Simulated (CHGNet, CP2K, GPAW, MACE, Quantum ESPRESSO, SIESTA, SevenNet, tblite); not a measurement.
**Generalised stacking fault on (111) (glide set) of a Ge-Si solid solution (72 atoms): other programs against plane waves**

One geometry of generalised stacking fault on (111) (glide set) of a Ge-Si solid solution (72 atoms) is solved by several programs and methods. How far do their forces lie from a plane-wave PBE run?

Results are calculated, not measured.

## Step 1: The cell

The cell holds 72 atoms (51 Ge and 21 Si), with edges of 6.85, 11.86 and 19.70 Å. Recipe: diamond-structure Ge lattice (a = 5.5919 Å, the value set for the mixture), cell with z along [111], 1 x 3 x 2 periods; the third cell vector is tilted by 0.333 of 1/2[11-2] and lengthened by 0.2 Å, so the cell holds one fault (glide set); displaced by a Gaussian of 0.01 Å; 21 of 72 Ge sites given to Si at random (lattice constant by Vegard's rule between Ge and Si). Then every atom was moved at random, 0.05 Å r.m.s. a Cartesian component. The density is 4.48 g/cm³.

## Step 2: The reference input

Quantum ESPRESSO 7.5: Kohn-Sham DFT, PBE, SSSP efficiency 1.3.0 pseudopotentials, plane waves. Its input, pw.in:

```
&control
  calculation = 'scf'
  pseudo_dir = './pseudo'
  outdir = './tmp'
  disk_io = 'none'
  tprnfor = .true.
  tstress = .true.
/
&system
  ibrav = 0
  nat = 72
  ntyp = 2
  ecutwfc = 45
  ecutrho = 360
  nosym = .true.
  occupations = 'smearing'
  smearing = 'fd'
  degauss = 0.003675
/
&electrons
  conv_thr = 3.6e-07
  electron_maxstep = 100
  mixing_beta = 0.2
  mixing_mode = 'local-TF'
  diagonalization = 'david'
/
ATOMIC_SPECIES
Ge 72.630 Ge.upf
Si 28.085 Si.upf
CELL_PARAMETERS angstrom
6.84865 0.00000 0.00000
0.00000 11.86221 0.00000
2.28286 0.00000 19.57091
ATOMIC_POSITIONS crystal
Ge 0.48665 0.16427 0.02329
Ge 0.44885 0.16525 0.14715
Ge 0.76984 0.16019 0.18244
Si 0.73107 0.16760 0.31450
[... 66 atom lines left out ...]
Ge 0.87017 0.83251 0.84533
Si 0.84261 0.83566 0.96701
K_POINTS gamma
```

```console
$ OMP_NUM_THREADS=1 mpirun -np 2 pw.x -in pw.in > output.txt
```

The job ended after 7.6 min (2 MPI ranks of Arm Neoverse V1, shared host; peak memory 4.2 GiB; 15 min of CPU time).

It converged with an r.m.s. force component of 0.90 eV/Å and a pressure of 2.2 GPa.

## Step 3: The other programs

- CHGNet: machine-learned potential, published weights.
- CP2K 2026.2: Gaussian basis with GTH pseudopotentials and a plane-wave density; labels give functional, basis (MOLOPT sets; SR short-range, UZH the newer set with its own potentials), grid cutoff/relative cutoff and solver (OT: orbital transformation; TRS4, TC2, SIGN: linear-scaling purification with its sparsity filter), or its built-in tight binding.
- GPAW 26.7.0: PAW with atomic orbitals (LCAO), plane waves or a real-space grid of spacing h.
- MACE: machine-learned potential, published weights.
- Quantum ESPRESSO 7.5: plane waves; labels (QE) give functional, pseudopotential set and cutoffs of waves/density.
- SIESTA 5.4.2: numerical atomic orbitals, whose automatically made sets are far from complete, with PseudoDojo norm-conserving potentials that we converted to its format (checked against plane waves on the same files for H, C, O, Si, Ge and Ca alone); labels give functional, basis size, energy shift and mesh cutoff.
- SevenNet: machine-learned potential, published weights.
- tblite 0.8.0: extended tight binding, driven from Python.

All use the same cell and atoms, and the electronic-structure runs the same k-mesh.

## Step 4: Side by side

Differences are against the reference: forces as r.m.s. over components, share as that over the reference's r.m.s. force, slope as the fitted ratio of a run's forces to the reference's.

```tsv
run	Δ force, r.m.s. (meV/Å)	share (%)	slope	Δ pressure (GPa)	cores	CPU time	memory (GiB)
reference	-	-	-	-	2	15 min	4.2
CHGNet r2SCAN potential	602	66.7	0.342	-1.86	1	3.5 s	0.64
CP2K PBE+D4, DZVP-MOLOPT-SR, 350/50 Ry, diagonalisation	35.5	3.93	0.978	-1.35	2	2.9 min	2.1
CP2K PBE, DZVP-MOLOPT-SR, 350/30 Ry, diagonalisation (coarse)	24.5	2.72	1.004	0.711	2	2.5 min	2.1
CP2K PBE, DZVP-MOLOPT-SR, 350/50 Ry, diagonalisation	24.5	2.71	1.004	0.711	2	2.8 min	2.1
CP2K PBE, DZVP-MOLOPT-SR, 489/50 Ry, diagonalisation	24.5	2.71	1.004	0.711	2	3.8 min	3.5
CP2K PBE, TZV2P-MOLOPT (SR for Ge), 350/50 Ry, diagonalisation	23.0	2.55	1.001	0.402	4	4.7 min	4.4
CP2K PBE, TZVP-MOLOPT (SR for Ge), 350/50 Ry, diagonalisation	26.1	2.89	1.008	0.358	4	4.1 min	3.9
CP2K PBEsol, PBE potentials, DZVP-MOLOPT-SR, 350/50 Ry, diagonalisation	29.6	3.28	0.995	0.092	2	2.8 min	2.1
GPAW PBE, LCAO dzp, h 0.2 Å	75.6	8.38	1.077	-	1	5.1 min	1.6
GPAW PBE, LCAO dzp, h 0.2 Å, other mixer settings	75.1	8.32	1.076	-	1	5.8 min	1.5
GPAW PBE, LCAO sz(dzp), h 0.2 Å (coarse)	271	30.0	1.211	-	1	81 s	1.2
GPAW PBE, LCAO szp(dzp), h 0.2 Å (coarse)	167	18.5	1.171	-	1	3.9 min	1.6
MACE MP-0b3 medium potential	265	29.3	0.788	-0.275	1	8.1 s	0.82
QE PBE, gbrv-1.5, 40/200 Ry	1.59	0.177	1.000	0.083	4	12 min	2.4
SIESTA PBE, TZP, shift 0.01 Ry, mesh 300 Ry	123	13.6	1.086	0.540	2	10 min	1.9
SevenNet 0 potential	302	33.5	0.725	-0.353	1	8.3 s	0.77
tblite GFN1-xTB	234	25.9	0.865	5.30	1	8.8 s	0.15
```

Rows marked coarse were listed beforehand as settings not expected to be converged; some can still land near the reference.

Times of the machine-learned potentials are mostly Python's start and the loading of weights.

CPU time is summed over cores on shared hosts, so it is rough.

## Step 5: Findings

Forces lie from 0.18 % (QE PBE, gbrv-1.5, 40/200 Ry) to 67 % (CHGNet r2SCAN potential) of the reference's r.m.s. force of 0.90 eV/Å away from it. Other PBE runs on plane waves or a grid: QE PBE, gbrv-1.5, 40/200 Ry 0.18 % of the r.m.s. force; the reference has errors of its own, so differences under a few per cent don't tell which side is nearer the exact PBE result. The PBE runs in local orbitals, coarse settings apart, differ by 2.5 % (CP2K PBE, TZV2P-MOLOPT (SR for Ge), 350/50 Ry, diagonalisation) to 14 % (SIESTA PBE, TZP, shift 0.01 Ry, mesh 300 Ry); basis, grid and potentials can all enter. Tight binding differs by 26 % (tblite GFN1-xTB); it is another model, with fitted parameters of its own, and the xTB methods hold dispersion.

Machine-learned potentials differ by 29 % (MACE MP-0b3 medium potential) to 67 % (CHGNet r2SCAN potential); they were trained on other programs' data, some at another functional. Among those trained on PBE data the slope goes as low as 0.72, which softening far from their training structures can give, though the reference's k-sampling is untested too. Rows with another functional or a dispersion term differ by 3.3 % (CP2K PBEsol, PBE potentials, DZVP-MOLOPT-SR, 350/50 Ry, diagonalisation) to 3.9 % (CP2K PBE+D4, DZVP-MOLOPT-SR, 350/50 Ry, diagonalisation), which mixes the change of model with differences of basis and potentials, some of them made for another functional. Runs with settings chosen to be coarse differ by 2.7 % (CP2K PBE, DZVP-MOLOPT-SR, 350/30 Ry, diagonalisation) to 30 % (GPAW PBE, LCAO sz(dzp), h 0.2 Å), their programs' other errors included. GPAW PBE, LCAO sz(dzp), h 0.2 Å stiffens the forces by a factor of 1.21 while following their directions (correlation 0.985); the slopes of the 4 GPAW runs lie between 1.08 and 1.21. From CP2K PBE, DZVP-MOLOPT-SR, 350/30 Ry, diagonalisation to the finer CP2K PBE, DZVP-MOLOPT-SR, 489/50 Ry, diagonalisation the share goes from 2.72 to 2.71 %, so the grid isn't what parts these runs from the reference. Pressures at PBE, coarse settings apart, lie +0.08 to +0.71 GPa from the reference's.

**Limits.** Periodic xTB results under one method name differ between programs and library versions. The potentials hold different valence shells: 798 electrons in the reference, 288 in CP2K with TZVP-MOLOPT and 288 in GPAW; this bears on time and differences. GPAW's setups keep the filled d shell of Ge in the core. The reference's pressure holds the uncorrected Pulay stress of its 45 Ry basis, so small pressure differences may be the reference's own error. Machine-learned potentials mimic data converged in k, so the reference's own k-point error enters their differences. The reference's stress is far from hydrostatic: its diagonal is -2.5, 7.8, 1.3 GPa, compression counted positive. The host structure and its lattice constant were typed by rule, without a check against the phase diagram. The electronic-structure runs sample only Γ, in a cell whose shortest periodic width is 7 Å, which is coarse for a cell with partly filled levels. The reference's pressure of 2.2 GPa reflects the volume that the recipe set, positions that aren't this level's minimum and the coarse k-sampling. Spin–orbit coupling is left out. Where levels are smeared, the DFT runs use Fermi–Dirac occupations at 580 K (0.05 eV), and energies are free energies. The atoms were displaced at random, and shares hang on the size of the forces that this gives. The reference's cutoffs and mesh weren't converged further here.

[Logs are printed without paths, hosts, clocks, repeated set-up lines and the standing remarks that a program may print on its own settings, such as how far it seeks lower states.]

[Hosts, paths, dates, database ids (printed as entryN), source tags and the programs' standing remarks are cut or masked in the printed files.]

[Cells were taken only where this reference lay near another plane-wave run.]
